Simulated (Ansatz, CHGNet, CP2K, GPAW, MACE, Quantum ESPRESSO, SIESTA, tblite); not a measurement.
## Running twisted Ti2CO2 MXene bilayer, 21.79° (70 atoms) with GPAW

Wanted: GPAW inputs and outputs for twisted Ti2CO2 MXene bilayer, 21.79° (70 atoms), checked against a plane-wave reference.

Method: the method is named at each step, in GPAW 26.7.0.

## (1) Set-up

The cell holds 70 atoms: 14 C, 28 Ti and 28 O. Cell: a = 8.017 Å, b = 8.017 Å, c = 23.860 Å, α = 90.0°, β = 90.0°, γ = 120.0°. It derives from Ti2CO2 (Ti2CO2 MXene). Ti2CO2 MXene (a = 3.03 Å) under Ti2CO2 MXene (a = 3.03 Å), bilayer, commensurate cell of 7 unit cells a layer, twist 21.79 deg; facing planes 2.98 Å apart; 12 Å of vacuum; layers as built, displaced by a Gaussian of 0.01 Å. Then every atom was moved at random, 0.03 Å r.m.s. a Cartesian component. Regions: layer 1, 35 atoms (7 C, 14 Ti and 14 O); layer 2, 35 atoms (7 C, 14 Ti and 14 O). Vacuum lies along c.

The yardstick, on the same geometry:

| Property | Result |
| --- | --- |
| method | Kohn-Sham DFT, PBE, PAW, plane waves (Ansatz 0.2.0); cutoff 420 eV, Γ point, fermi-dirac smearing of 0.05 eV; PAW set soft_2 |
| r.m.s. force component | 0.5018 eV/Å |
| longest force | 1.989 eV/Å |
| gap (highest filled to lowest empty level) | 0.4857 eV |
| SCF cycles | 12 |
| time | 22 s on 4 threads of Arm Neoverse V1, shared host |
| CPU time | 82 s |

## (2) PBE, LCAO szp(dzp), h 0.18 Å

Method: Kohn-Sham DFT, PBE, PAW, atomic orbitals (szp(dzp)).

Contents of run.py:

```python
import numpy as np
from ase.io import read
from gpaw import GPAW, FermiDirac

atoms = read("structure.xyz")
atoms.calc = GPAW(
    mode="lcao",
    basis="szp(dzp)",
    h=0.18,
    xc="PBE",
    kpts={"size": (1, 1, 1), "gamma": True},
    occupations=FermiDirac(0.05),
    maxiter=200,
    symmetry={"point_group": False},
    txt="gpaw.txt",
)
energy = atoms.get_potential_energy(force_consistent=True)
forces = atoms.get_forces()
print(f"energy {energy:.6f} eV")
print("forces (eV/A)")
for i, (a, f) in enumerate(zip(atoms, forces)):
    print(f"{i:4d} {a.symbol:2s} {f[0]:10.5f} {f[1]:10.5f} {f[2]:10.5f}")
print(f"Fermi level {atoms.calc.get_fermi_level():.4f} eV")
for k in range(len(atoms.calc.get_ibz_k_points())):
    for s in range(atoms.calc.get_number_of_spins()):
        e = atoms.calc.get_eigenvalues(kpt=k, spin=s)
        n = np.searchsorted(e, atoms.calc.get_fermi_level())
        print(f"k {k} spin {s} levels about the Fermi level:", np.round(e[max(n - 6, 0):n], 4).tolist(), "|", np.round(e[n:n + 6], 4).tolist())
```

Contents of structure.xyz:

```xyz
70
Lattice="8.01660 0.00000 0.00000 -4.00830 6.94258 0.00000 0.00000 0.00000 23.86000" Properties=species:S:1:pos:R:3 pbc="T T T"
C 3.98950 6.93237 8.24625
Ti 0.57034 1.67129 9.53374
Ti 1.77047 0.33699 6.91248
O 1.73062 0.31533 10.41441
O 0.55599 1.71155 5.97788
C -0.59295 2.99454 8.24053
Ti 0.01924 4.62390 9.54424
Ti 1.12798 3.31765 6.90127
O 1.15299 3.34514 10.43493
O -0.02854 4.67749 5.98886
C -1.16253 5.96430 8.25962
Ti 3.46558 0.65857 9.54567
Ti 0.56709 6.26443 6.93252
O 0.64061 6.26443 10.40034
O 3.40714 0.64441 6.03682
C 2.25968 1.97718 8.16680
Ti 2.80192 3.58994 9.60842
Ti 4.02245 2.31542 6.90318
O 4.04722 2.35749 10.42658
O 2.84702 3.63972 6.02012
C 1.70866 4.93104 8.24792
Ti 2.28425 6.57018 9.53493
Ti 3.39050 5.32531 6.88385
O 3.40605 5.24436 10.41250
O 2.29215 6.59885 5.94472
C 5.14133 0.94343 8.18517
Ti 5.72878 2.65519 9.49771
Ti 6.86714 1.38373 6.93252
O 6.88907 1.28452 10.47764
O 5.69479 2.66408 5.99817
C 4.60349 3.89305 8.14700
Ti -2.84569 5.62411 9.48411
Ti -1.73062 4.28316 6.89363
O -1.71495 4.34307 10.43350
O -2.86702 5.65661 5.98361
C -1.65916 4.96290 15.66767
Ti -0.56898 6.27630 16.91292
Ti -0.01479 4.59536 14.29047
O 0.00906 4.65139 17.84895
O -0.60525 6.24777 13.37949
C 3.97499 6.90710 15.63951
Ti 1.15098 1.35096 16.98498
Ti -2.28160 6.64238 14.24800
O -2.32093 6.59760 17.86446
O 1.19744 1.32117 13.45776
C 0.57026 2.94678 15.61542
Ti 1.72525 4.29343 16.95706
Ti 2.31074 2.63547 14.30526
O 2.29363 2.66262 17.87186
O 1.71194 4.28413 13.40383
C 1.07871 5.96243 15.64047
Ti 6.25704 0.30242 16.96995
Ti 2.88517 5.56698 14.36372
O 2.81487 5.63335 17.84776
O 6.25772 0.31221 13.42268
C 2.84329 0.94037 15.60539
[... 10 atom lines left out ...]
Ti -1.15956 3.29294 16.98212
Ti -0.53475 1.63060 14.34225
O -0.56188 1.61262 17.85324
O -1.15106 3.34084 13.43413
```

The run is started by

```sh
OMP_NUM_THREADS=1 python run.py > output.txt
```

Log:

```text
energy -568.051413 eV
forces (eV/A)
   0 C    -0.20034    0.10711   -0.55752
   1 Ti   -0.38130   -1.12487   -0.71508
   2 Ti   -0.68694    0.31201    0.36299
   3 O    -0.16695    0.18898    0.88272
   4 O    -0.24444   -0.53208   -0.23698
   5 C     0.02981   -0.47511   -0.32675
   6 Ti   -0.61305    0.56314   -1.03971
   7 Ti    0.77984    0.01772    0.15002
   8 O    -0.41162   -0.72206    1.63426
   9 O     0.06722   -0.61957   -0.53235
  10 C     0.05394   -0.13781   -0.56858
  11 Ti   -0.03798    0.08288   -0.85204
  12 Ti    0.59986    0.62690    0.35073
  13 O    -1.21446    0.20614    1.61579
  14 O     0.29111   -0.36803   -1.45321
  15 C    -0.07751   -0.00419    1.19113
  16 Ti    1.32790    0.68107   -1.52899
  17 Ti   -0.21782    0.74818    0.88678
  18 O    -0.45716   -0.68757    0.78076
  19 O    -0.33063   -0.02487   -0.96677
  20 C    -0.20276   -0.06764   -0.61981
  21 Ti    1.25991    0.85418   -0.59194
  22 Ti    0.70754    0.23942    0.29676
  23 O     0.22154   -0.06391    0.72949
[...]
62 Ti    0.59557   -0.96132    0.21168
  63 O    -0.36824   -0.43978    0.77735
  64 O    -0.67336   -0.83479   -0.98436
  65 C    -0.25633    0.01475    0.42896
  66 Ti    0.50674    0.37714   -0.62632
  67 Ti   -0.65803    0.04862    0.67183
  68 O    -0.52489    0.26775    0.81429
  69 O    -0.45238   -0.56937   -0.80887
Fermi level 2.2465 eV
k 0 spin 0 levels about the Fermi level: [0.9186, 1.1794, 2.0253, 2.0422, 2.0447, 2.1054] | [2.3956, 2.4345, 2.4489, 2.4778, 2.588, 2.597]
```

gpaw.txt:

```text
Input parameters:
  mode=LCAO(),
  basis={'default': 'szp(dzp)'},
  h=0.18,
  kpts=MonkhorstPack(size=(1, 1, 1), gamma=True),
  maxiter=200,
  occupations=Occupations(name='fermi-dirac', width=0.05, fixmagmom=False),
  symmetry=Symmetry(point_group=False),
  xc=XC(name='PBE')
Unit cell  # Å
| periodic |         x |        y |         z |   lengths |     angles |
|----------|-----------|----------|-----------|-----------|------------|
|      yes |  8.016600 | 0.000000 |  0.000000 |  8.016600 |  90.000000 |
|      yes | -4.008300 | 6.942580 |  0.000000 |  8.016601 |  90.000000 |
|      yes |  0.000000 | 0.000000 | 23.860000 | 23.860000 | 119.999997 |
Number of symmetries: 1
Symmetry operations  # r_c * U_cc + t_c -> r_c
|   | kind |            matrix            |
|---|------|------------------------------|
| 0 |  E   |  1, 0, 0,  0, 1, 0,  0, 0, 1 |
BZ-sampling:
  Number of BZ points: 1
  Number of IBZ points: 1
  Monkhorst-Pack size: [1, 1, 1]
[... lines left out ...]
  Fermi-Dirac:
[... lines left out ...]
xc functional:
  name: PBE with 2 nearest neighbor stencil
interpolation: tri-quintic # 5. degree polynomial
Initialization done in: 11.818 s
convergence criteria:
- Maximum [total energy] change in last 3 cyles: 0.0005 eV / valence electron
- Maximum integral of absolute [dens]ity change: 0.0001 electrons / valence electron
- Maximum integral of absolute [eigenst]ate change: 4e-08 eV^2 / valence electron
maximum number of iterations: 200
SCF iterations
|iter     |      energy | eigst |  dens |
|---------|-------------|-------|-------|
|iter:   1| -652.845196 |      c|       |
|iter:   2| -623.381542 |      c| -0.83 |
|iter:   3| -573.170914 |      c| -0.90 |
|iter:   4| -581.584103 |      c| -1.31 |
[...]
|iter:   9| -568.034851 |      c| -2.07 |
|iter:  10| -568.034156 |      c| -2.32 |
|iter:  11| -568.008900c|      c| -2.55 |
|iter:  12| -568.008208c|      c| -2.85 |
|iter:  13| -568.006411c|      c| -3.13 |
|iter:  14| -568.004408c|      c| -3.44 |
|iter:  15| -568.004925c|      c| -3.48 |
|iter:  16| -568.004852c|      c| -3.84 |
|iter:  17| -568.005013c|      c| -4.24c|
Converged in 17 steps
SCF loop duration: 356.401 s (20.965 s/step)
Energy contributions relative to reference atoms: (reference = -721803.057935)
Energy contributions:
  Kinetic:         571.512523
  Coulomb:        -632.419910
  Zero:             14.692381
  External:          0.000000
  Xc:             -521.743607
  Entropy:          -0.092800
  Spinorbit:         0.000000
  ----------------------------
  Free energy:    -568.051413
  Extrapolated:   -568.005013
dipole moment: (23.044014, 22.775689, 0.151379)  # |e|*Ang
Fermi level: 2.247
Eigenvalues  # (at kpt = [0.000, 0.000, 0.000])
| band index |      eig [eV] | occ [0-2] |
|------------|---------------|-----------|
|          0 |       -56.000 |     2.000 |
|        ... |               |           |
|        272 |         0.050 |     2.000 |
|        273 |         0.106 |     2.000 |
[...]
|        287 |         2.633 |     0.001 |
|        ... |               |           |
|        339 |         4.295 |     0.000 |
Gap: 0.290 eV
Transition (v -> c):
  (s=0, k=0, n=279, [0.00, 0.00, 0.00]) -> (s=0, k=0, n=280, [0.00, 0.00, 0.00])
No difference between direct/indirect transitions
Force computation time: 52.848  # s
timing:  # [seconds]
  Total:  421.104  # ━━━━━━━━━━━━━━━━━━━━━━━━━━━━━━━━━━━━━━━━━━━━━━━━━━━━━━━━
  Init:    11.817  # ━╸
  SCF:    356.401  # ━━━━━━━━━━━━━━━━━━━━━━━━━━━━━━━━━━━━━━━━━━━━━━━╸
  Forces:  52.848  # ━━━━━━━
```

The job ended after 7 min (1 thread of Arm Neoverse V1, shared host; peak memory 1.7 GiB).

Banners, paths, timers and routine set-up lines are dropped from the logs unmarked, and long logs keep their key lines alone; longer cuts are marked.

Compared with the plane-wave run:

```
r.m.s. force component                           : 0.6266 eV/Å
r.m.s. difference of force components            : 207.5 meV/Å
longest difference of force vectors              : 606.5 meV/Å
force difference over r.m.s. force               : 41.35 %
slope of forces against the reference's          : 1.194
correlation of force components                  : 0.9563
gap (highest filled to lowest empty level) : 0.2902 eV
gap difference                                   : -0.1955 eV
```

This is a coarse setting, run to see what it loses.

Length of the force difference by element (eV/Å):

| element | atoms | mean | most |
| --- | --- | --- | --- |
| C | 14 | 0.19 | 0.32 |
| O | 28 | 0.49 | 0.61 |
| Ti | 28 | 0.23 | 0.36 |

Levels nearest the highest filled one (eV from it): -1.19, -0.93, -0.08, -0.06, -0.06, 0.00, 0.29, 0.33, 0.34, 0.37, 0.48, 0.49.

Local excerpt of 9 atoms (numbers count through the whole input) about Ti17, which bears the longest force; x, y, z are measured from there.

| atom | x | y | z | distance (Å) | bonds | Fx | Fy | Fz (eV/Å) |
| --- | --- | --- | --- | --- | --- | --- | --- | --- |
| Ti17 | 0.00 | 0.00 | 0.00 | 0.00 | 6 | 1.33 | 0.68 | -1.53 |
| O9 | -1.65 | -0.24 | 0.83 | 1.86 | 3 | -0.41 | -0.72 | 1.63 |
| O19 | 1.25 | -1.23 | 0.82 | 1.93 | 3 | -0.46 | -0.69 | 0.78 |
| O24 | 0.60 | 1.65 | 0.80 | 1.94 | 3 | 0.22 | -0.06 | 0.73 |
| C21 | -1.09 | 1.34 | -1.36 | 2.20 | 6 | -0.20 | -0.07 | -0.62 |
| C16 | -0.54 | -1.61 | -1.44 | 2.23 | 6 | -0.08 | 0.00 | 1.19 |
| C31 | 1.80 | 0.30 | -1.46 | 2.34 | 6 | -0.18 | 0.46 | 0.92 |
| Ti2 | -2.23 | -1.92 | -0.07 | 2.94 | 6 | -0.38 | -1.12 | -0.72 |
| Ti7 | -2.78 | 1.03 | -0.06 | 2.97 | 6 | -0.61 | 0.56 | -1.04 |

Atoms are counted from 1 here, from 0 in the log.

Forces lie 41 % from the reference's, at 5.2 times its CPU time (on 1 against 4 cores).

Further runs of this program without a result: GPAW PBE, LCAO dzp, h 0.18 Å (cut off at its time limit); GPAW RPBE, LCAO dzp, h 0.18 Å (cut off at its time limit); GPAW PBE, LCAO dzp, h 0.16 Å (cut off at its time limit).

## (3) Results

| Property | Result |
| --- | --- |
| force difference from the reference | GPAW PBE, LCAO szp(dzp), h 0.18 Å (coarse), 41 % |
| its CPU time | 7 min |

What this shows: Runs with settings chosen to be coarse differ by 41 % (GPAW PBE, LCAO szp(dzp), h 0.18 Å), their programs' other errors included. At the same functional, the gap of GPAW PBE, LCAO szp(dzp), h 0.18 Å lies 0.20 eV below the reference's 0.486 eV. These are spacings on the run's k-points, which needn't hold the band edges. The reference's PBE has no dispersion term, which matters for the binding between molecules or layers. The runs have no spin polarisation, so moments on Ti can't form, and no Hubbard term. The electronic-structure runs sample only Γ, in a cell whose shortest periodic width is 7 Å.

[Also dropped from logs without a mark: logging warnings of Python, and SIESTA's first energy breakdown and zero terms.]

[Logs are printed without paths, hosts, clocks, repeated set-up lines and the standing remarks that a program may print on its own settings, such as how far it seeks lower states.]

[Hosts, paths, dates, database ids (printed as entryN), source tags and the programs' standing remarks are cut or masked in the printed files.]
